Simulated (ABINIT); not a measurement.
# Bi2Se3 (Paraguanajuatite): zone-centre phonons

Aim: the zone-centre modes of Bi2Se3 (Paraguanajuatite).

Method: DFT LDA, scalar-relativistic, plane waves, HGH norm-conserving pseudopotentials, in ABINIT 10.8.3.

## 1. Starting point

Symmetry: R-3m, No. 166, trigonal system. Conventional cell: a = 4.143 Å, b = 4.143 Å, c = 28.636 Å, α = 90.00°, β = 90.00°, γ = 120.00°. Nearest to Bi lie 6 Se at 2.85 to 3.07 Å. Se has 6 Bi at 3.07 Å nearest. Nearest to Se lie 3 Bi at 2.85 Å. Farther neighbours and most contacts between anions are not listed.

As a file:

```cif
data_structure
_symmetry_space_group_name_H-M 'R-3m:H'
_symmetry_Int_Tables_number 166
_cell_length_a 4.1430
_cell_length_b 4.1430
_cell_length_c 28.6360
_cell_angle_alpha 90.000
_cell_angle_beta 90.000
_cell_angle_gamma 120.000
_cell_volume 425.67
loop_
_atom_site_label
_atom_site_type_symbol
_atom_site_symmetry_multiplicity
_atom_site_Wyckoff_symbol
_atom_site_fract_x
_atom_site_fract_y
_atom_site_fract_z
_atom_site_occupancy
Bi1 Bi 6 c 0.66667 0.33333 0.73413 1
Se1 Se 3 a 0.00000 0.00000 0.00000 1
Se2 Se 6 c 0.33333 0.66667 0.87837 1
```

## 2. A probe with smearing

A first run with smearing and empty bands tells whether the crystal has a gap, which decides between fixed occupations and smearing later on.

File probe.abi:

```
# ground state
tolvrs 1.0d-08
prtden 1
prtwf 1

# basis, mesh and filling
ecut 20.0
ixc 7
ngkpt 6 6 6
nshiftk 1
shiftk 0.0 0.0 0.0
istwfk *1
occopt 7
tsmear 0.005
nband 21
nstep 100
diemac 9.0
prtebands 0
prtgsr 0
useylm 1

# cell and atoms
acell 18.59579531 18.59579531 18.59579531
rprim 
    0.2105082144 0.1215369743 0.9700077606
    -0.2105082144 0.1215369743 0.9700077606
    0.0 -0.2430739485 0.9700077606
ntypat 2
znucl 83 34
natom 5
typat 1 1 2 2 2
xred 
    0.4008000000 0.4008000000 0.4008000000
    0.5992000000 0.5992000000 0.5992000000
    0.0 0.0 0.0
    0.2117000000 0.2117000000 0.2117000000
    0.7883000000 0.7883000000 0.7883000000
pp_dirpath "./pseudo"
pseudos "Bi.hgh, Se.hgh"
```

Launch:

```bash
$ OMP_NUM_THREADS=1 mpirun -n 16 abinit probe.abi > probe.log
```

Numbers of over 12 decimals in the logs are rounded to 6 here.

probe.abo, the main output file:

```text
[banners, grids, parts of the stress and lines that vanish by symmetry left out]
- input  file    -> probe.abi
- output file    -> probe.abo
- root for input  files -> probei
[...]
Symmetries : space group R-3 m (#166); Bravais hR (rhombohedral)
[...]
mpw =        4116          nfft =      512000          nkpt =          32
[...]
== DATASET  1 ==================================================================
[...]
cutoff_energies: {ecut:  20.0, pawecutdg:  -1.0, }
[...]
Exchange-correlation functional for the present dataset will be:
  LDA: Perdew-Wang 92 LSD fit to Ceperley-Alder data - ixc=7
[...]
ETOT  1  -39.594624507719    -3.959E+01 1.966E-02 9.102E+03
 ETOT  2  -39.636079840420    -4.146E-02 3.539E-03 1.373E+04
 ETOT  3  -39.777242479303    -1.412E-01 4.167E-03 1.228E+03
 ETOT  4  -39.789766559853    -1.252E-02 2.967E-04 5.764E+00
 ETOT  5  -39.790007193547    -2.406E-04 1.137E-04 2.395E-01
[...]
ETOT  9  -39.790010401749    -1.478E-10 8.868E-05 9.951E-07
 ETOT 10  -39.790010401765    -1.562E-11 1.442E-05 9.094E-10
 At SCF step   10       vres2   =  9.09E-10 < tolvrs=  1.00E-08 =>converged.
[...]
sigma(1 1)=  9.21564989E-05  sigma(3 2)= -1.07068619E-13
  sigma(2 2)=  9.21564981E-05  sigma(3 1)=  0.00000000E+00
  sigma(3 3)=  9.51069416E-05  sigma(2 1)=  0.00000000E+00
[...]
convergence: {deltae: -1.562E-11, res2:  9.094E-10, residm:  1.442E-05, diffor: null, }
etotal    :  -3.97900104E+01
[...]
sigma(1 1)=  9.21564989E-05  sigma(3 2)= -1.07068619E-13
  sigma(2 2)=  9.21564981E-05  sigma(3 1)=  0.00000000E+00
  sigma(3 3)=  9.51069416E-05  sigma(2 1)=  0.00000000E+00
[...]
- sigma(1 1)=  2.71133781E+00  sigma(3 2)= -3.15006754E-09
- sigma(2 2)=  2.71133778E+00  sigma(3 1)=  0.00000000E+00
- sigma(3 3)=  2.79814283E+00  sigma(2 1)=  0.00000000E+00
[...]
fcart      9.7636564505E-19  2.6615617852E-19 -3.1829870829E-03
           strten      9.2156498940E-05  9.2156498109E-05  9.5106941605E-05
================================================================================

[key lines of the parts left out:]
pressure_GPa:  -2.7403E+00
```

The job ended after 25 s (16 MPI ranks of Arm Neoverse V1, shared host; 6.5 min of CPU time).

Read from the output:

* volume per atom: 28.38 Å³
* pressure: -2.740 GPa
* gap on the k-mesh: 0.08816 eV

A gap of 0.088 eV on this mesh is too small to trust, so smearing is kept; the printed pressure holds the stress of the finite basis too.

## 3. Relaxation

The harmonic expansion needs vanishing forces, and a free crystal bears no stress, so cell and atoms are brought to rest. Stress is more sensitive to the basis than forces are: the last 3 Ha under the cutoff are smoothed with ecutsm, and the cutoff is raised above that of the later runs.

File relax.abi:

```
# relaxation
ionmov 2
optcell 2
dilatmx 1.08
ntime 40
tolmxf 1.0d-05
tolvrs 1.0d-14
prtwf 0
prtden 0
chksymtnons 0

# basis, mesh and filling
ecut 26.0
ecutsm 3.0
ixc 7
ngkpt 9 9 9
nshiftk 1
shiftk 0.0 0.0 0.0
istwfk *1
occopt 7
tsmear 0.001
nband 21
nstep 100
diemac 9.0
prtebands 0
prtgsr 0
useylm 1

# cell and atoms
acell 18.59579531 18.59579531 18.59579531
rprim 
    0.2105082144 0.1215369743 0.9700077606
    -0.2105082144 0.1215369743 0.9700077606
    0.0 -0.2430739485 0.9700077606
ntypat 2
znucl 83 34
natom 5
typat 1 1 2 2 2
xred 
    0.4008000000 0.4008000000 0.4008000000
    0.5992000000 0.5992000000 0.5992000000
    0.0 0.0 0.0
    0.2117000000 0.2117000000 0.2117000000
    0.7883000000 0.7883000000 0.7883000000
pp_dirpath "./pseudo"
pseudos "Bi.hgh, Se.hgh"
```

Launch:

```bash
$ OMP_NUM_THREADS=1 mpirun -n 16 abinit relax.abi > relax.log
```

relax.abo, the main output file:

```text
[banners, grids, parts of the stress and lines that vanish by symmetry left out]
- input  file    -> relax.abi
- output file    -> relax.abo
- root for input  files -> relaxi
[...]
Symmetries : space group R-3 m (#166); Bravais hR (rhombohedral)
[...]
mpw =        7677          nfft =      884736          nkpt =          85
[...]
== DATASET  1 ==================================================================
[...]
cutoff_energies: {ecut:  26.0, pawecutdg:  -1.0, }
[...]
Exchange-correlation functional for the present dataset will be:
  LDA: Perdew-Wang 92 LSD fit to Ceperley-Alder data - ixc=7
[...]
ETOT  1  -39.597966644989    -3.960E+01 2.307E-02 1.602E+04
 ETOT  2  -39.641361225282    -4.339E-02 1.745E-02 2.385E+04
 ETOT  3  -39.783218250059    -1.419E-01 1.297E-03 2.143E+03
 ETOT  4  -39.795868545759    -1.265E-02 2.541E-04 1.006E+01
 ETOT  5  -39.796115593744    -2.470E-04 2.673E-04 3.592E-01
[...]
At SCF step   15       vres2   =  1.93E-17 < tolvrs=  1.00E-14 =>converged.
[...]
sigma(1 1)=  6.13695931E-05  sigma(3 2)= -1.06012335E-13
  sigma(2 2)=  6.13695923E-05  sigma(3 1)=  0.00000000E+00
  sigma(3 3)=  6.43213143E-05  sigma(2 1)=  0.00000000E+00
[...]
convergence: {deltae:  6.111E-13, res2:  1.932E-17, residm:  1.098E-05, diffor: null, }
etotal    :  -3.97961185E+01
[...]
ETOT  1  -39.796376530765    -3.980E+01 2.721E+02 1.990E+00
[...]
At SCF step   12       vres2   =  4.56E-15 < tolvrs=  1.00E-14 =>converged.
[...]
sigma(1 1)=  5.03547260E-05  sigma(3 2)= -1.06806951E-13
  sigma(2 2)=  5.03547252E-05  sigma(3 1)=  0.00000000E+00
  sigma(3 3)=  5.33314811E-05  sigma(2 1)=  0.00000000E+00
[...]
convergence: {deltae: -1.855E-12, res2:  4.561E-15, residm:  6.023E-06, diffor: null, }
etotal    :  -3.97964369E+01
[...]
ETOT  1  -39.795461895568    -3.980E+01 2.817E+01 8.934E+01
[...]
At SCF step   14       vres2   =  6.04E-16 < tolvrs=  1.00E-14 =>converged.
[...]
sigma(1 1)= -6.17905810E-06  sigma(3 2)= -1.10800398E-13
  sigma(2 2)= -6.17905895E-06  sigma(3 1)=  0.00000000E+00
  sigma(3 3)= -2.91777745E-06  sigma(2 1)=  0.00000000E+00
[...]
convergence: {deltae:  6.608E-13, res2:  6.045E-16, residm:  6.129E-07, diffor: null, }
etotal    :  -3.97971468E+01
[...]
ETOT  1  -39.797029215688    -3.980E+01 5.399E-07 2.971E+01
[...]
At SCF step   11       vres2   =  4.13E-15 < tolvrs=  1.00E-14 =>converged.
[...]
sigma(1 1)= -4.48431524E-06  sigma(3 2)= -1.10826490E-13
  sigma(2 2)= -4.48431610E-06  sigma(3 1)=  0.00000000E+00
  sigma(3 3)= -9.66348553E-07  sigma(2 1)=  0.00000000E+00
[...]
convergence: {deltae:  2.629E-13, res2:  4.128E-15, residm:  3.666E-10, diffor: null, }
etotal    :  -3.97971815E+01
[...]
ETOT  1  -39.789971079468    -3.979E+01 8.655E+04 1.405E+03
[...]
sigma(1 1)= -3.52229280E-07  sigma(3 2)= -1.11481733E-13
  sigma(2 2)= -3.52230145E-07  sigma(3 1)=  0.00000000E+00
[...]
convergence: {deltae: -5.471E-13, res2:  3.033E-17, residm:  5.494E-07, diffor: null, }
etotal    :  -3.97972962E+01
[...]
ETOT  1  -39.797281577848    -3.980E+01 8.051E-01 3.931E+00
[...]
convergence: {deltae: -3.055E-13, res2:  4.364E-16, residm:  1.907E-09, diffor: null, }
etotal    :  -3.97973035E+01
[...]
ETOT  1  -39.792188773109    -3.979E+01 3.746E+03 8.687E+02
[...]
convergence: {deltae: -1.037E-12, res2:  6.301E-15, residm:  2.667E-01, diffor: null, }
etotal    :  -3.97974352E+01
[...]
ETOT  1  -39.796788057537    -3.980E+01 3.312E-02 7.993E+01
[...]
convergence: {deltae: -7.745E-13, res2:  8.843E-16, residm:  2.212E-06, diffor: null, }
etotal    :  -3.97975063E+01
[...]
ETOT  1  -39.797177173695    -3.980E+01 1.070E+01 6.255E+01
[...]
convergence: {deltae: -3.553E-14, res2:  4.266E-15, residm:  3.050E-08, diffor: null, }
etotal    :  -3.97975465E+01
[...]
ETOT  1  -39.797287611830    -3.980E+01 6.338E-07 5.041E+01
[...]
convergence: {deltae: -1.307E-12, res2:  5.544E-15, residm:  7.960E-10, diffor: null, }
etotal    :  -3.97975526E+01
[...]
ETOT  1  -39.797549532885    -3.980E+01 1.997E-08 6.448E-01
[...]
convergence: {deltae:  1.030E-12, res2:  8.531E-16, residm:  6.825E-12, diffor: null, }
etotal    :  -3.97975531E+01
[...]
ETOT  1  -39.797550879893    -3.980E+01 4.076E+00 5.382E-01
[...]
convergence: {deltae:  7.958E-13, res2:  7.040E-15, residm:  1.128E-10, diffor: null, }
etotal    :  -3.97975539E+01
[...]
ETOT  1  -39.797554815783    -3.980E+01 4.936E-04 9.404E-03
[...]
convergence: {deltae:  1.783E-12, res2:  1.408E-15, residm:  1.218E-11, diffor: null, }
etotal    :  -3.97975551E+01
[...]
ETOT  1  -39.797548049044    -3.980E+01 7.445E-03 1.409E+00
[...]
convergence: {deltae:  1.357E-12, res2:  2.990E-15, residm:  6.935E-10, diffor: null, }
etotal    :  -3.97975559E+01
[...]
ETOT  1  -39.797545813591    -3.980E+01 3.870E-01 1.890E+00
[...]
At SCF step   11       vres2   =  7.21E-16 < tolvrs=  1.00E-14 =>converged.
[...]
sigma(2 2)= -8.53331168E-08  sigma(3 1)=  0.00000000E+00
  sigma(3 3)= -2.07409179E-07  sigma(2 1)=  0.00000000E+00
[...]
convergence: {deltae: -4.263E-14, res2:  7.207E-16, residm:  1.183E-09, diffor: null, }
etotal    :  -3.97975562E+01
[...]
ETOT  1  -39.797555126999    -3.980E+01 4.891E-06 1.960E-01
[...]
ETOT  9  -39.797556200196    -1.180E-12 1.930E-09 1.451E-13
 ETOT 10  -39.797556200195     8.455E-13 1.457E-09 8.738E-15
 At SCF step   10       vres2   =  8.74E-15 < tolvrs=  1.00E-14 =>converged.
[...]
sigma(1 1)=  6.80124140E-09  sigma(3 2)= -1.14224765E-13
  sigma(2 2)=  6.80035532E-09  sigma(3 1)=  0.00000000E+00
  sigma(3 3)= -4.32169863E-08  sigma(2 1)=  0.00000000E+00
[...]
convergence: {deltae:  8.455E-13, res2:  8.738E-15, residm:  1.457E-09, diffor: null, }
etotal    :  -3.97975562E+01
[...]
At Broyd/MD step  16, gradients are converged :
[...]
sigma(1 1)=  6.80124140E-09  sigma(3 2)= -1.14224765E-13
  sigma(2 2)=  6.80035532E-09  sigma(3 1)=  0.00000000E+00
  sigma(3 3)= -4.32169863E-08  sigma(2 1)=  0.00000000E+00
[...]
- sigma(1 1)=  2.00099430E-04  sigma(3 2)= -3.36060861E-09
- sigma(2 2)=  2.00073361E-04  sigma(3 1)=  0.00000000E+00
- sigma(3 3)= -1.27148764E-03  sigma(2 1)=  0.00000000E+00
[...]
fcart      7.2973918201E-22 -9.2048066574E-22 -1.3904793021E-06
           strten      6.8012413973E-09  6.8003553236E-09 -4.3216986310E-08
================================================================================

[key lines of the parts left out:]
pressure_GPa:   2.9044E-04
Total energy (etotal) [Ha]= -3.97975562001951E+01
```

Elapsed: 35 min, on 16 MPI ranks.

Relaxation path:

| step | energy less that of the first step (eV) | largest force (eV/Å) | volume (Å³) |
| --- | --- | --- | --- |
| 1 | 0.0000 | 0.1306 | 141.89 |
| 2 | -0.0087 | 0.1334 | 141.10 |
| 3 | -0.0280 | 0.1916 | 137.27 |
| 4 | -0.0289 | 0.1708 | 137.29 |
| 5 | -0.0320 | 0.0751 | 136.97 |
| 6 | -0.0322 | 0.0811 | 136.93 |
| 7 | -0.0358 | 0.1341 | 136.01 |
| 8 | -0.0378 | 0.1058 | 135.44 |
| 9 | -0.0389 | 0.0334 | 135.23 |
| 10 | -0.0390 | 0.0081 | 135.30 |
| 11 | -0.0390 | 0.0060 | 135.31 |
| 12 | -0.0391 | 0.0094 | 135.33 |
| 13 | -0.0391 | 0.0100 | 135.34 |
| 14 | -0.0391 | 0.0060 | 135.34 |
| 15 | -0.0391 | 0.0020 | 135.33 |
| 16 | -0.0391 | 0.0002 | 135.33 |

| conventional cell, symmetrised | before | after | change |
| --- | --- | --- | --- |
| a (Å) | 4.143 | 4.103 | -1.0 % |
| b (Å) | 4.143 | 4.103 | -1.0 % |
| c (Å) | 28.636 | 27.848 | -2.8 % |
| volume (Å³/atom) | 28.38 | 27.07 | -4.6 % |

The atoms that moved most (Å, as changes of fractional coordinates times the final cell):

| atom | dx | dy | dz | length |
| --- | --- | --- | --- | --- |
| Se4 | 0.000 | 0.000 | -0.075 | 0.075 |
| Se5 | 0.000 | 0.000 | 0.075 | 0.075 |
| Bi2 | 0.000 | 0.000 | -0.017 | 0.017 |
| Bi1 | 0.000 | 0.000 | 0.017 | 0.017 |

Final coordinates:

```cif
data_structure
_symmetry_space_group_name_H-M 'P 1'
_symmetry_Int_Tables_number 1
_cell_length_a 9.5801
_cell_length_b 9.5801
_cell_length_c 9.5801
_cell_angle_alpha 24.730
_cell_angle_beta 24.730
_cell_angle_gamma 24.730
_cell_volume 135.33
loop_
_atom_site_label
_atom_site_type_symbol
_atom_site_fract_x
_atom_site_fract_y
_atom_site_fract_z
_atom_site_occupancy
Bi1 Bi 0.40142 0.40142 0.40142 1
Bi2 Bi 0.59858 0.59858 0.59858 1
Se3 Se 0.00000 0.00000 0.00000 1
Se4 Se 0.20902 0.20902 0.20902 1
Se5 Se 0.79098 0.79098 0.79098 1
```

Numbers from this step:

* volume per atom: 27.07 Å³
* pressure: 2.90e-4 GPa
* gap on the k-mesh: 0.04680 eV

The volume changes by -4.6 % in this run and stands -4.6 % from the first cell.

## 4. Ground state

The response is built on these wavefunctions, so the potential is converged far more tightly than an energy would need. Smearing stays on, as the first look found no gap above 0.3 eV.

File gs.abi:

```
# ground state
tolvrs 1.0d-16
prtden 1
prtwf 1

# basis, mesh and filling
ecut 20.0
ixc 7
ngkpt 9 9 9
nshiftk 1
shiftk 0.0 0.0 0.0
istwfk *1
occopt 7
tsmear 0.001
nband 21
nstep 100
diemac 9.0
prtebands 0
prtgsr 0
useylm 1

# cell and atoms
acell 18.10380754 18.10380754 18.10380754
rprim 
    0.2141362558 0.1236316249 0.9689483398
    -0.2141362558 0.1236316249 0.9689483398
    0.0 -0.2472632498 0.9689483399
ntypat 2
znucl 83 34
natom 5
typat 1 1 2 2 2
xred 
    0.4014218405 0.4014218405 0.4014218405
    0.5985781595 0.5985781595 0.5985781595
    0.0 0.0 0.0
    0.2090173891 0.2090173891 0.2090173891
    0.7909826109 0.7909826109 0.7909826109
pp_dirpath "./pseudo"
pseudos "Bi.hgh, Se.hgh"
```

Launch:

```bash
$ OMP_NUM_THREADS=1 mpirun -n 16 abinit gs.abi > gs.log
```

gs.abo, the main output file:

```text
[banners, grids, parts of the stress and lines that vanish by symmetry left out]
- input  file    -> gs.abi
- output file    -> gs.abo
- root for input  files -> gsi
[...]
Symmetries : space group R-3 m (#166); Bravais hR (rhombohedral)
[...]
mpw =        3918          nfft =      421875          nkpt =          85
[...]
== DATASET  1 ==================================================================
[...]
cutoff_energies: {ecut:  20.0, pawecutdg:  -1.0, }
[...]
Exchange-correlation functional for the present dataset will be:
  LDA: Perdew-Wang 92 LSD fit to Ceperley-Alder data - ixc=7
[...]
ETOT  1  -39.605010536031    -3.961E+01 2.447E-02 7.414E+03
 ETOT  2  -39.647224465474    -4.221E-02 1.779E-02 1.074E+04
 ETOT  3  -39.780131352366    -1.329E-01 1.210E-03 9.038E+02
 ETOT  4  -39.791174212436    -1.104E-02 3.015E-04 3.765E+00
 ETOT  5  -39.791366092150    -1.919E-04 3.428E-04 7.239E-02
[...]
ETOT 14  -39.791367668267     4.121E-13 6.626E-06 2.091E-15
 ETOT 15  -39.791367668268    -3.553E-13 1.176E-05 1.953E-18
 At SCF step   15       vres2   =  1.95E-18 < tolvrs=  1.00E-16 =>converged.
[...]
sigma(1 1)=  3.11330562E-05  sigma(3 2)=  9.04519188E-13
  sigma(2 2)=  3.11330578E-05  sigma(3 1)=  0.00000000E+00
  sigma(3 3)=  3.08501960E-05  sigma(2 1)=  0.00000000E+00
[...]
convergence: {deltae: -3.553E-13, res2:  1.953E-18, residm:  1.176E-05, diffor: null, }
etotal    :  -3.97913677E+01
[...]
sigma(1 1)=  3.11330562E-05  sigma(3 2)=  9.04519188E-13
  sigma(2 2)=  3.11330578E-05  sigma(3 1)=  0.00000000E+00
  sigma(3 3)=  3.08501960E-05  sigma(2 1)=  0.00000000E+00
[...]
- sigma(1 1)=  9.15966137E-01  sigma(3 2)=  2.66118733E-08
- sigma(2 2)=  9.15966184E-01  sigma(3 1)=  0.00000000E+00
- sigma(3 3)=  9.07644104E-01  sigma(2 1)=  0.00000000E+00
[...]
fcart      3.4483721060E-21 -2.2117749979E-14 -8.2033573348E-05
           strten      3.1133056210E-05  3.1133057805E-05  3.0850196039E-05
================================================================================

[key lines of the parts left out:]
pressure_GPa:  -9.1319E-01
```

The job ended after 86 s (16 MPI ranks; 23 min of CPU time).

Numbers from this step:

* pressure: -0.9132 GPa
* gap on the k-mesh: 0.04925 eV

The cell stands at -0.91 GPa: the relaxation ran with a smoothed and higher cutoff, and the difference is a stress of the finite basis.

[end of part 1 of 4]

[Host names and launcher messages were left out of these logs when they were recorded.]

[Logs are printed without paths, hosts, clocks, repeated set-up lines and the standing remarks that a program may print on its own settings, such as how far it seeks lower states.]

[Hosts, paths, dates, database ids (printed as entryN), source tags and the programs' standing remarks are cut or masked in the printed files.]
